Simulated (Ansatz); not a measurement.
# Charge trapping in aqueous N(CH3)4+ and I-, 3.8 mol of salt per kg of water at 360 K (123 atoms), part 2 of 5

Does an extra electron or hole in aqueous N(CH3)4+ and I-, 3.8 mol of salt per kg of water at 360 K (123 atoms) stay spread out, or do the atoms trap it?

Ansatz 0.2.0; Kohn-Sham DFT, PBE+D3(BJ), PAW (set soft_2, large core), plane waves.

The cell: 8 C, 2 N, 82 H, 29 O and 2 I. The network of contacts between molecules at the start is that of the classical potential that made the cell. The Brillouin zone is sampled at Γ only, in a cell whose shortest periodic width is 11 Å. No spin–orbit coupling is included. The liquid is relaxed first.

So far. Step 2 (Single point at the start): The r.m.s. force at the start is 0.65 eV/Å.

### 3. Relaxation

With the cell held, the atoms are moved downhill towards a nearby minimum.

The input, input.yaml:

```yaml
crystal:
  lattice:
    - [10.87401, 0.0, 0.0]
    - [0.0, 10.87401, 0.0]
    - [0.0, 0.0, 10.87401]
  atoms:
    [... the 123 atom lines of step 2 ...]
kpoints:
  mp_grid: { grid: [1, 1, 1] }
hamiltonian:
  xc: pbe
  dispersion: d3bj
  pseudopotentials: { kind: paw, core: large }
scf:
  occupations: { method: fixed }
output:
  forces: true
relax:
  f_tol: 0.06
  max_steps: 150
```

Launch:

```bash
> ansatz run input.yaml --threads 4 --pin off --max-ram 8192MiB --backend cpu --events-out ev --progress --plain --runs-dir out
```

The program printed:

```text
[...]
Crystal: 123 atoms, lattice volume = 1285.787 Å³
Basis set: ecut = 420 eV, 25269 PW (Γ), exchange–correlation on 150×150×150 points (8 copies of the dense FFT grid, shifted against one another)
Bands: 279, of which v1, the nominal top of the filled ones, is band 156 counted from 1 (155 counted from 0)
Symmetry: 1 space group operations
[...]
k-points: 1
[...]
SCF iter   1: F=—  HF=-30928.996587 eV  |F-HF|=—  |Δ(HF+E_count)|=         —  Δρ=1.09e-1  dr2=1.36e2  ethr=3.10e-3  ⟨swp⟩=5.0  Hψ=890  notcnv=0  defer=117
[...]
SCF iter   9: F=-30888.397076 eV  HF=-30888.397075 eV  |F-HF|=1.19e-6  |Δ(HF+E_count)|=   5.02e-6  Δρ=1.91e-5  dr2=3.90e-6  ethr=1.09e-8  ⟨swp⟩=4.0  Hψ=593  notcnv=0
SCF 1 converged in 9 iterations: F = -30888.397076 eV  dr2 = 3.90e-6
[...]
relax step   1: F+E_penalty+E_count = -30888.39707594 eV  Δ(F+E_penalty+E_count) = +0.000e0 eV  max|allowed force component| = 2.789e0 eV/Å  Δτ_max = 0.0000 Å  (9 SCF iters, dr2 threshold 9.00e-5 eV, accepted)
[... from here on, the SCF cycles and remarks between the steps are left out ...]
relax step   2: F+E_penalty+E_count = -30891.94907391 eV  Δ(F+E_penalty+E_count) = -3.552e0 eV  max|allowed force component| = 1.966e0 eV/Å  Δτ_max = 0.1948 Å  (6 SCF iters, dr2 threshold 1.00e-4 eV, accepted)
relax step   3: F+E_penalty+E_count = -30893.06450224 eV  Δ(F+E_penalty+E_count) = -1.115e0 eV  max|allowed force component| = 1.759e0 eV/Å  Δτ_max = 0.1949 Å  (6 SCF iters, dr2 threshold 1.00e-4 eV, accepted)
relax step   4: F+E_penalty+E_count = -30893.65903422 eV  Δ(F+E_penalty+E_count) = -5.945e-1 eV  max|allowed force component| = 1.193e0 eV/Å  Δτ_max = 0.1930 Å  (6 SCF iters, dr2 threshold 1.00e-4 eV, accepted)
relax step   5: F+E_penalty+E_count = -30893.96758013 eV  Δ(F+E_penalty+E_count) = -3.085e-1 eV  max|allowed force component| = 7.520e-1 eV/Å  Δτ_max = 0.2000 Å  (6 SCF iters, dr2 threshold 1.00e-4 eV, accepted)
relax step   6: F+E_penalty+E_count = -30894.21952873 eV  Δ(F+E_penalty+E_count) = -2.519e-1 eV  max|allowed force component| = 2.641e-1 eV/Å  Δτ_max = 0.1936 Å  (6 SCF iters, dr2 threshold 1.00e-4 eV, accepted)
relax step   7: F+E_penalty+E_count = -30894.38096048 eV  Δ(F+E_penalty+E_count) = -1.614e-1 eV  max|allowed force component| = 3.990e-1 eV/Å  Δτ_max = 0.1942 Å  (7 SCF iters, dr2 threshold 8.61e-6 eV, accepted)
relax step   8: F+E_penalty+E_count = -30894.37685831 eV  Δ(F+E_penalty+E_count) = +4.102e-3 eV  max|allowed force component| = 2.026e0 eV/Å  Δτ_max = 0.1936 Å  (6 SCF iters, dr2 threshold 1.96e-5 eV, rejected (line search))
relax step   9: F+E_penalty+E_count = -30894.45067451 eV  Δ(F+E_penalty+E_count) = -6.971e-2 eV  max|allowed force component| = 2.905e-1 eV/Å  Δτ_max = 0.0968 Å  (8 SCF iters, accepted)
relax step  10: F+E_penalty+E_count = -30894.49421657 eV  Δ(F+E_penalty+E_count) = -4.354e-2 eV  max|allowed force component| = 5.780e-1 eV/Å  Δτ_max = 0.0973 Å  (5 SCF iters, dr2 threshold 4.47e-5 eV, accepted)
relax step  11: F+E_penalty+E_count = -30894.57316598 eV  Δ(F+E_penalty+E_count) = -7.895e-2 eV  max|allowed force component| = 5.479e-1 eV/Å  Δτ_max = 0.1500 Å  (6 SCF iters, dr2 threshold 1.00e-4 eV, accepted)
relax step  12: F+E_penalty+E_count = -30894.66892194 eV  Δ(F+E_penalty+E_count) = -9.576e-2 eV  max|allowed force component| = 3.552e-1 eV/Å  Δτ_max = 0.1910 Å  (6 SCF iters, dr2 threshold 1.00e-4 eV, accepted)
relax step  13: F+E_penalty+E_count = -30894.73883251 eV  Δ(F+E_penalty+E_count) = -6.991e-2 eV  max|allowed force component| = 2.359e-1 eV/Å  Δτ_max = 0.1967 Å  (6 SCF iters, dr2 threshold 5.30e-5 eV, accepted)
relax step  14: F+E_penalty+E_count = -30894.80066850 eV  Δ(F+E_penalty+E_count) = -6.184e-2 eV  max|allowed force component| = 9.318e-1 eV/Å  Δτ_max = 0.1943 Å  (7 SCF iters, dr2 threshold 2.34e-5 eV, accepted)
relax step  15: F+E_penalty+E_count = -30894.86258928 eV  Δ(F+E_penalty+E_count) = -6.192e-2 eV  max|allowed force component| = 3.205e-1 eV/Å  Δτ_max = 0.1378 Å  (6 SCF iters, dr2 threshold 1.00e-4 eV, accepted)
relax step  16: F+E_penalty+E_count = -30894.90171518 eV  Δ(F+E_penalty+E_count) = -3.913e-2 eV  max|allowed force component| = 3.592e-1 eV/Å  Δτ_max = 0.1613 Å  (7 SCF iters, dr2 threshold 1.22e-5 eV, accepted)
relax step  17: F+E_penalty+E_count = -30894.91898143 eV  Δ(F+E_penalty+E_count) = -1.727e-2 eV  max|allowed force component| = 7.993e-1 eV/Å  Δτ_max = 0.1958 Å  (7 SCF iters, dr2 threshold 1.53e-5 eV, accepted)
relax step  18: F+E_penalty+E_count = -30894.94954059 eV  Δ(F+E_penalty+E_count) = -3.056e-2 eV  max|allowed force component| = 6.518e-1 eV/Å  Δτ_max = 0.1668 Å  (5 SCF iters, dr2 threshold 1.00e-4 eV, accepted)
relax step  19: F+E_penalty+E_count = -30894.95251388 eV  Δ(F+E_penalty+E_count) = -2.973e-3 eV  max|allowed force component| = 1.870e-1 eV/Å  Δτ_max = 0.2000 Å  (5 SCF iters, dr2 threshold 1.00e-4 eV, accepted)
relax step  20: F+E_penalty+E_count = -30894.97327163 eV  Δ(F+E_penalty+E_count) = -2.076e-2 eV  max|allowed force component| = 1.105e-1 eV/Å  Δτ_max = 0.2000 Å  (9 SCF iters, accepted)
relax step  21: F+E_penalty+E_count = -30895.01366410 eV  Δ(F+E_penalty+E_count) = -4.039e-2 eV  max|allowed force component| = 1.394e-1 eV/Å  Δτ_max = 0.1249 Å  (9 SCF iters, accepted)
relax step  22: F+E_penalty+E_count = -30895.03042943 eV  Δ(F+E_penalty+E_count) = -1.677e-2 eV  max|allowed force component| = 1.726e-1 eV/Å  Δτ_max = 0.1340 Å  (6 SCF iters, dr2 threshold 6.79e-6 eV, accepted)
relax step  23: F+E_penalty+E_count = -30895.04398128 eV  Δ(F+E_penalty+E_count) = -1.355e-2 eV  max|allowed force component| = 2.514e-1 eV/Å  Δτ_max = 0.1914 Å  (6 SCF iters, dr2 threshold 2.98e-5 eV, accepted)
relax step  24: F+E_penalty+E_count = -30895.06133663 eV  Δ(F+E_penalty+E_count) = -1.736e-2 eV  max|allowed force component| = 2.158e-1 eV/Å  Δτ_max = 0.1061 Å  (5 SCF iters, dr2 threshold 6.32e-5 eV, accepted)
relax step  25: F+E_penalty+E_count = -30895.09358548 eV  Δ(F+E_penalty+E_count) = -3.225e-2 eV  max|allowed force component| = 2.131e-1 eV/Å  Δτ_max = 0.1952 Å  (6 SCF iters, dr2 threshold 3.43e-5 eV, accepted)
relax step  26: F+E_penalty+E_count = -30895.13754427 eV  Δ(F+E_penalty+E_count) = -4.396e-2 eV  max|allowed force component| = 2.916e-1 eV/Å  Δτ_max = 0.1923 Å  (6 SCF iters, dr2 threshold 3.35e-5 eV, accepted)
relax step  27: F+E_penalty+E_count = -30895.19061770 eV  Δ(F+E_penalty+E_count) = -5.307e-2 eV  max|allowed force component| = 3.004e-1 eV/Å  Δτ_max = 0.1932 Å  (5 SCF iters, dr2 threshold 8.29e-5 eV, accepted)
relax step  28: F+E_penalty+E_count = -30895.23745732 eV  Δ(F+E_penalty+E_count) = -4.684e-2 eV  max|allowed force component| = 1.061e-1 eV/Å  Δτ_max = 0.1984 Å  (5 SCF iters, dr2 threshold 9.02e-5 eV, accepted)
relax step  29: F+E_penalty+E_count = -30895.25492022 eV  Δ(F+E_penalty+E_count) = -1.746e-2 eV  max|allowed force component| = 1.158e-1 eV/Å  Δτ_max = 0.0975 Å  (9 SCF iters, accepted)
relax step  30: F+E_penalty+E_count = -30895.26762570 eV  Δ(F+E_penalty+E_count) = -1.271e-2 eV  max|allowed force component| = 8.783e-2 eV/Å  Δτ_max = 0.0750 Å  (9 SCF iters, accepted)
[...]
relax step  32: F+E_penalty+E_count = -30895.29008941 eV  Δ(F+E_penalty+E_count) = -1.244e-2 eV  max|allowed force component| = 1.316e-1 eV/Å  Δτ_max = 0.1294 Å  (9 SCF iters, accepted)
[...]
relax step  39: F+E_penalty+E_count = -30895.41631992 eV  Δ(F+E_penalty+E_count) = -1.813e-2 eV  max|allowed force component| = 2.646e-1 eV/Å  Δτ_max = 0.0839 Å  (5 SCF iters, dr2 threshold 1.00e-4 eV, accepted)
relax step  40: F+E_penalty+E_count = -30895.43387781 eV  Δ(F+E_penalty+E_count) = -1.756e-2 eV  max|allowed force component| = 1.649e-1 eV/Å  Δτ_max = 0.1741 Å  (6 SCF iters, dr2 threshold 2.85e-5 eV, accepted)
relax step  41: F+E_penalty+E_count = -30895.44227557 eV  Δ(F+E_penalty+E_count) = -8.398e-3 eV  max|allowed force component| = 1.912e-1 eV/Å  Δτ_max = 0.0976 Å  (6 SCF iters, dr2 threshold 1.06e-5 eV, accepted)
relax step  42: F+E_penalty+E_count = -30895.45115497 eV  Δ(F+E_penalty+E_count) = -8.879e-3 eV  max|allowed force component| = 1.727e-1 eV/Å  Δτ_max = 0.0747 Å  (6 SCF iters, dr2 threshold 1.42e-5 eV, accepted)
relax step  43: F+E_penalty+E_count = -30895.46248767 eV  Δ(F+E_penalty+E_count) = -1.133e-2 eV  max|allowed force component| = 1.531e-1 eV/Å  Δτ_max = 0.1436 Å  (6 SCF iters, dr2 threshold 2.43e-5 eV, accepted)
relax step  44: F+E_penalty+E_count = -30895.47216212 eV  Δ(F+E_penalty+E_count) = -9.674e-3 eV  max|allowed force component| = 1.863e-1 eV/Å  Δτ_max = 0.1946 Å  (6 SCF iters, dr2 threshold 1.84e-5 eV, accepted)
relax step  45: F+E_penalty+E_count = -30895.47986374 eV  Δ(F+E_penalty+E_count) = -7.702e-3 eV  max|allowed force component| = 2.347e-1 eV/Å  Δτ_max = 0.1302 Å  (5 SCF iters, dr2 threshold 2.73e-5 eV, accepted)
relax step  46: F+E_penalty+E_count = -30895.48663047 eV  Δ(F+E_penalty+E_count) = -6.767e-3 eV  max|allowed force component| = 9.948e-2 eV/Å  Δτ_max = 0.0474 Å  (5 SCF iters, dr2 threshold 5.51e-5 eV, accepted)
relax step  47: F+E_penalty+E_count = -30895.49033964 eV  Δ(F+E_penalty+E_count) = -3.709e-3 eV  max|allowed force component| = 4.573e-2 eV/Å  Δτ_max = 0.0587 Å  (8 SCF iters, accepted)
SCF converged after 8 iterations
Free energy (F): -30895.490340 eV
[...]
Internal energy: -30895.490340 eV  (E = F + TS)
E sigma→0 (E₀):  -30895.490340 eV
Fermi energy:    -1.322827 eV
[...]
--- Forces (eV/Å), atoms counted from 1 ---
  atom   1  C      0.00436047     0.01139221    -0.00940615
  atom   2  N      0.01191832    -0.00363358     0.01657094
  atom   3  C     -0.01340852    -0.00247961     0.01551969
  atom   4  C     -0.00899416    -0.01085401    -0.01144632
  atom   5  C     -0.00207936     0.00155417    -0.02181082
  atom   6  H      0.00848496    -0.00038828     0.00598191
  atom   7  H     -0.00705474    -0.00107805    -0.00149456
  atom   8  H     -0.00307623    -0.00129484    -0.00056911
  atom   9  H      0.00073751     0.00855656    -0.00904248
  atom  10  H      0.00696411    -0.00521639    -0.01755285
  atom  11  H      0.00282837    -0.00515296     0.01040573
  atom  12  H     -0.00021404     0.00313588    -0.00298461
  atom  13  H      0.00101393    -0.00090043     0.00189949
  atom  14  H      0.00248401     0.00085327     0.00528823
[...]
atom 122  I     -0.00295101     0.00353779     0.00352829
  atom 123  I      0.00485344    -0.00273601    -0.00765423
  max |Σ_I F_I| component: 8.85e-5 eV/Å
--- Relaxed structure (47 steps of the walk, 46 accepted, 0 SCFs on fresh bases) ---
  F+E_penalty+E_count = -30895.49033964 eV   max|allowed force component| = 4.573e-2 eV/Å
  atoms:
    - { symbol: C, position: [0.934583, 0.830382, 0.127350] }
    - { symbol: N, position: [0.867582, 0.865974, 0.242782] }
    - { symbol: C, position: [0.746565, 0.800178, 0.247340] }
    - { symbol: C, position: [0.845711, 1.002071, 0.242524] }
[...]
- { symbol: I, position: [0.683092, 0.933755, 0.606889] }
```

Run time: 3 min. Hardware: 4 threads of AMD EPYC 9R14 (Zen 4), shared host; peak memory 1.4 GiB; 11 min of CPU time.

The relaxation converged after 47 steps, 7.09 eV below its start, with a largest force component of 0.046 eV/Å.

[end of part 2 of 5]

[Long decimals in the printed logs are rounded to 6 places.]

[Logs are printed without paths, hosts, clocks, repeated set-up lines and the standing remarks that a program may print on its own settings, such as how far it seeks lower states.]

[Hosts, paths, dates, database ids (printed as entryN), source tags and the programs' standing remarks are cut or masked in the printed files.]
